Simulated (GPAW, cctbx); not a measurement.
## How far are the atoms of Cu3Te2RhS2 from free atoms?

Aim: compute the bonding part of the density of Cu3Te2RhS2, find which reflections carry it, and see how it biases an ordinary refinement.

The start was made by putting kin elements into a known structure type; the compound need not exist, or be stable, in this form. All numbers below are calculated.

## 1. Find the equilibrium geometry

The density hangs on the geometry, so cell and atoms are relaxed first, with the symmetry held. The cutoff is set higher than for the density because stress converges slowly with plane waves.

Settings: GPAW 26.7.0, PBE, 570 eV, 4×4×4 k-points, Fermi–Dirac width 0.1 eV, BFGS to 0.03 eV/Å.

```text
cell
1.0
     0.000000000    0.000000000    5.651000000
     3.935000000   -4.059000000    0.000000000
     3.935000000    4.059000000    0.000000000
Te Rh Cu S
2 1 3 2
Direct
0.743600000 0.261300000 0.261300000
0.743600000 0.738700000 0.738700000
0.000700000 0.000000000 0.000000000
0.491200000 0.000000000 0.000000000
0.004900000 0.000000000 0.500000000
0.004900000 0.500000000 0.000000000
0.246800000 0.763700000 0.236300000
0.246800000 0.236300000 0.763700000
```

```console
$ OMP_NUM_THREADS=1 mpirun -n 4 gpaw python run.py > gpaw.log
```

```text
BFGS:    0      -33.507384        1.303703
BFGS:    1      -33.606628        0.983422
BFGS:    2      -33.769424        0.532676
BFGS:    3      -33.784324        0.671427
...
BFGS:   23      -33.892136        0.070767
BFGS:   24      -33.892833        0.053889
BFGS:   25      -33.893111        0.028510
cell  5.6277 5.6618 5.6618  94.00 90.00 90.00
volume 179.966 A^3, largest force 0.020 eV/A, largest stress 0.20 GPa
```

After 25 steps the volume has changed by -0.3 % and the energy by -0.386 eV; the largest stress left is 0.20 GPa. It took 6.4 min on 4 cores of AMD EPYC 9R14 (Zen 4) (shared host), peak memory 1.8 GiB.

Relaxed structure: Cmm2 (no. 35), a = 7.7226 Å, b = 8.2818 Å, c = 5.6277 Å, α = 90.00°, β = 90.00°, γ = 90.00°.

| atom | mult. | x | y | z |
| --- | --- | --- | --- | --- |
| Te1 | 4 | 0.2870 | 0 | 0.2600 |
| Rh1 | 2 | 0 | 0 | 0.0148 |
| Cu1 | 2 | 0 | 0 | 0.5153 |
| Cu2 | 4 | 3/4 | 1/4 | 0.9720 |
| S1 | 4 | 1/2 | 0.2780 | 0.7615 |

## 2. The all-electron density

X-rays see the whole electron density, so the PAW density is rebuilt with its core regions. Subtracting spherical free atoms from the same code cancels the cores and leaves the deformation density Δρ, the part due to bonding.

Settings: PBE, 450 eV, 4×4×4 k-points, Fermi–Dirac width 0.1 eV; primitive cell of 8 atoms.

```console
$ OMP_NUM_THREADS=1 mpirun -n 4 gpaw python run.py > gpaw.log
```

```text
|iter:   1|       0s |  -37.887867 | +0.45 |       |
|iter:   2|       1s |  -35.416861 | -0.84 | -1.02 |
|iter:   3|       2s |  -33.977865 | -1.29 | -1.17 |
...
|iter:  11|      11s |  -33.634121c| -6.36 | -3.93 |
|iter:  12|      12s |  -33.634118c| -7.28 | -4.49c|
|iter:  13|      12s |  -33.634117c| -7.60c| -5.00c|
```

```text
grid (56, 56, 56)  electrons 268.000  moved by bonding 1.560 e
deformation density beyond 0.5 A of the nuclei: max 0.283, min -0.520 e/A^3
atom        x       y       z   Voronoi charge  moment
Te1    0.2600  0.2870  0.2870      0.026       0.00
Te2    0.2600  0.7130  0.7130      0.026       0.00
Rh3    0.0148  0.0000  0.0000      0.015       0.00
Cu4    0.5153  0.0000  0.0000      0.094       0.00
Cu5    0.9720  0.5000  0.0000      0.095       0.00
Cu6    0.9720  0.0000  0.5000      0.095       0.00
S 7    0.7615  0.2220  0.7780     -0.176       0.00
S 8    0.7615  0.7780  0.2220     -0.176       0.00
mean inner potential of superposed free atoms 15.467 V
total magnetic moment 0.000 muB
```

Deformation density in a plane through the shortest contact of the Cu atom at the origin, in 0.01 e/Å³ (clipped at ±99); x from -1.6 to 3.9 Å, y from 2.4 down to -2.4 Å:

```text
  2   .   .   2   1   0   0   0  -1   0   0   0   0   0  -1  -1
  2   .   .  -1   1   0   0   0   0   0   0   0   0   0   0   0
 -3  -8   1   7   5   2   0   0   0   0   0   0   0   0   0   0
  0   0   8  11   6   2   0   0   0   0   0   1   1   1   0   0
  1   3   6   3  -3  -3  -1   1   3   2   0   2   3   2   1   0
  0   1  -1 -11   .  -2  -6   4   8   6  -2   .   3   1   0   0
  0   0  -3 -18   .   . -14   4  11   6   .   .  -3   0   0   0
  0   0  -1  -6   . -21  -8   3   7  -1  -8   .   3   3   1   0
  0   1   1   0  -3  -4  -1   1   2   0  -1   6   9   6   1   0
  0   0   1   1   0   0   0   0   0   1   3   6   5   0  -1  -1
  0   0   0   0   0   0   0   0   0   0   1   1  -6  -9  -6  -4
  0   0   0   0   0   0   0  -1  -1   0   0  -1  -8  -7  -9  -6
 -1   0   0   0   0   0  -1  -1   0   0   0   0  -4  -8  -6  -3
```

Atoms in or within 0.15 Å of the plane: Cu (0.0, 0.0), S (2.3, 0.0), S (-1.0, 2.0) Å. Dots mark points within about 0.45 Å of a nucleus; large values next to them are atomic features.

S gains most (-0.18 e) and Cu loses most (+0.09 e), in averages over each element's sites, as electronegativity suggests. Such charges fall far short of formal ones, since overlapping free atoms already put density on their neighbours. Along the shortest contact from the Cu atom at the map's origin, Cu–S at 2.28 Å, Δρ is +0.09 e/Å³ at the midpoint and highest, +0.11, 1.35 Å from Cu (points within 0.5 Å of a nucleus left out): a bond charge, the mark of covalency, pulled towards S. At the midpoints of other shortest contacts it is +0.09 (Rh–S, 2.33 Å), +0.07 (Te–Rh, 2.61 Å), +0.06 (Te–Cu, 2.64 Å) and +0.03 (Rh–Cu, 2.81 Å) e/Å³. Point values carry grid noise of about 0.01 e/Å³. The run needed 13 iterations, 20 s.

## 3. From the density to structure factors

The Fourier components of Δρ, added to those of the free atoms, give the static X-ray structure factors; the Mott–Bethe relation turns them into the Fourier components V of the potential that fast electrons feel.

```text
static structure factors of the conventional cell: F in electrons, V (Mott-Bethe) in volts
   h  k  l      d  |F| table  |F| free   |F| DFT   change   |V| free  |V| DFT  change %
   1  1  0  5.6481   104.871   104.796   105.003    0.207     2.638    2.554     -3.2
   0  0  1  5.6277   177.140   177.160   177.184    0.024     3.896    3.873     -0.6
   0  2  0  4.1409   165.080   165.234   165.034   -0.200     3.205    3.248      1.4
   1  1  1  3.9866    58.861    58.919    59.001    0.082     1.549    1.533     -1.0
   2  0  0  3.8613    84.116    84.106    83.757   -0.349     1.108    1.174      6.0
   0  2  1  3.3353   261.346   261.299   261.570    0.271     6.514    6.471     -0.6
   2  0  1  3.1839   196.690   196.752   197.122    0.371     5.057    5.003     -1.1
   2  2  0  2.8240    22.981    21.946    20.884   -1.062     0.404    0.296    -26.7
   0  0  2  2.8138    39.032    39.084    39.148    0.064     1.342    1.272     -5.3
   1  3  0  2.5995    59.157    58.693    58.229   -0.464     0.794    0.833      5.0
   2  2  1  2.5241   173.919   173.570   173.017   -0.553     2.969    3.014      1.5
   1  1  2  2.5186   150.102   149.705   149.262   -0.443     2.822    2.858      1.3
   3  1  0  2.4582   232.652   232.323   231.799   -0.525     4.647    4.687      0.9
   1  3  1  2.3599    28.831    28.990    29.034    0.044     0.505    0.488     -3.4
```

The largest X-ray change is -1.06 e on 220, 4.8 % of |F|. For electrons V goes as (Z − F)/g², so a change of F counts against Z − F, which is small at low angle and wherever the atoms' terms cancel: |V| of 220 moves by -26.7 % (0.40 to 0.30 V) against -4.8 % in |F|. The last three rows still change by up to 0.53 e; the table stops while the angles are still low. The tabulated Hartree–Fock atoms differ from the free DFT atoms by up to 1.04 e, so the choice of reference atom matters too.

## 4. The functional ladder

The same geometry is run with other functionals, to see whether the bonding signal is larger than the spread between approximations. Free atoms are LDA for LDA and PBE otherwise; meta-GGAs and hybrids keep PBE cores. Any other changed setting is in the row's label.

| run | ΔF 220 (e) | ΔF 221 (e) | ΔF 130 (e) | q(S) (e) | moved (e) | time |
| --- | --- | --- | --- | --- | --- | --- |
| PBE | -1.062 | -0.553 | -0.464 | -0.176 | 1.560 | 20 s |
| LDA | -0.996 | -0.533 | -0.461 | -0.160 | 1.509 | 20 s |
| r2SCAN | -0.928 | -0.506 | -0.387 | -0.191 | 1.616 | 43 s |

At the base's settings ΔF(220) spans -1.062 to -0.928 e, a spread of 13 % of the PBE value; over the three listed reflections the spread is at most 17 %, so sign and size hold across the functionals. Times are from shared hosts.

## 5. What a spherical-atom refinement makes of it

Routine crystallography fits spherical atoms. To see the bias, intensities are simulated from tabulated atoms plus the DFT change ΔF, so that bonding alone can misfit (8286 reflections of the full sphere, merged to the counts below, to 0.45 Å, 1 % proportional noise plus counting noise, assumed isotropic U as listed, Δρ smeared by the mean U) and refined with cctbx over different ranges.

| range | data | R1 | GooF | U Te1 (true 0.0061) | U Rh1 (true 0.0064) | U Cu1 (true 0.0076) | U Cu2 (true 0.0076) | largest shift (Å) | Δρ max, min (e/Å³) |
| --- | --- | --- | --- | --- | --- | --- | --- | --- | --- |
| all data | 2254 | 0.0070 | 0.91 | 0.0061 | 0.0064 | 0.0076 | 0.0076 | 0.0001 | 0.38, -0.41 |
| low resolution, d > 0.84 | 371 | 0.0046 | 0.93 | 0.0060 | 0.0063 | 0.0075 | 0.0076 | 0.0010 | 0.16, -0.16 |
| high order, d < 0.75 | 1738 | 0.0085 | 0.91 | 0.0061 | 0.0064 | 0.0076 | 0.0076 | 0.0002 | 0.37, -0.34 |
| occupancies free, d > 0.7 | 619 | 0.0049 | 0.92 | 0.0061 | 0.0063 | 0.0076 | 0.0076 | 0.0006 | 0.20, -0.20 |

With all data GooF is 0.91, so at this noise the bonding hardly shows; the top residual peak lies 1.79 Å from Rh and 1.87 Å from Te. No U is off by more than 3 s.u. at low resolution. With Te1 held at 1 and the scale free, the other occupancies refine to Rh1 1.000(0.002), Cu1 0.999(0.002), Cu2 0.999(0.002) and S1 1.000(0.003), within three s.u. of full.

## 6. Answer

Bonding moves 1.56 e in the primitive cell of Cu3Te2RhS2 and changes the structure factors of the conventional cell in the table above by at most 1.06 e (220, 4.8 %). The shortest bond, Cu–S, has Δρ = +0.09 e/Å³ at its midpoint, a covalent bond charge. At the base's settings ΔF(220) spans -1.062 to -0.928 e, a spread of 13 % of the PBE value; over the three listed reflections the spread is at most 17 %, so sign and size hold across the functionals. With all data GooF is 0.91, so at this noise the bonding hardly shows. Limits: static density, frozen cores, no spin–orbit coupling; no Hubbard U on Cu.

[Outputs are excerpts: Python notices, other lines and further rows are left out; steps that failed or that the build refused (PBEsol, TPSS) are not shown.]

[Logs are printed without paths, hosts, clocks, repeated set-up lines and the standing remarks that a program may print on its own settings, such as how far it seeks lower states.]
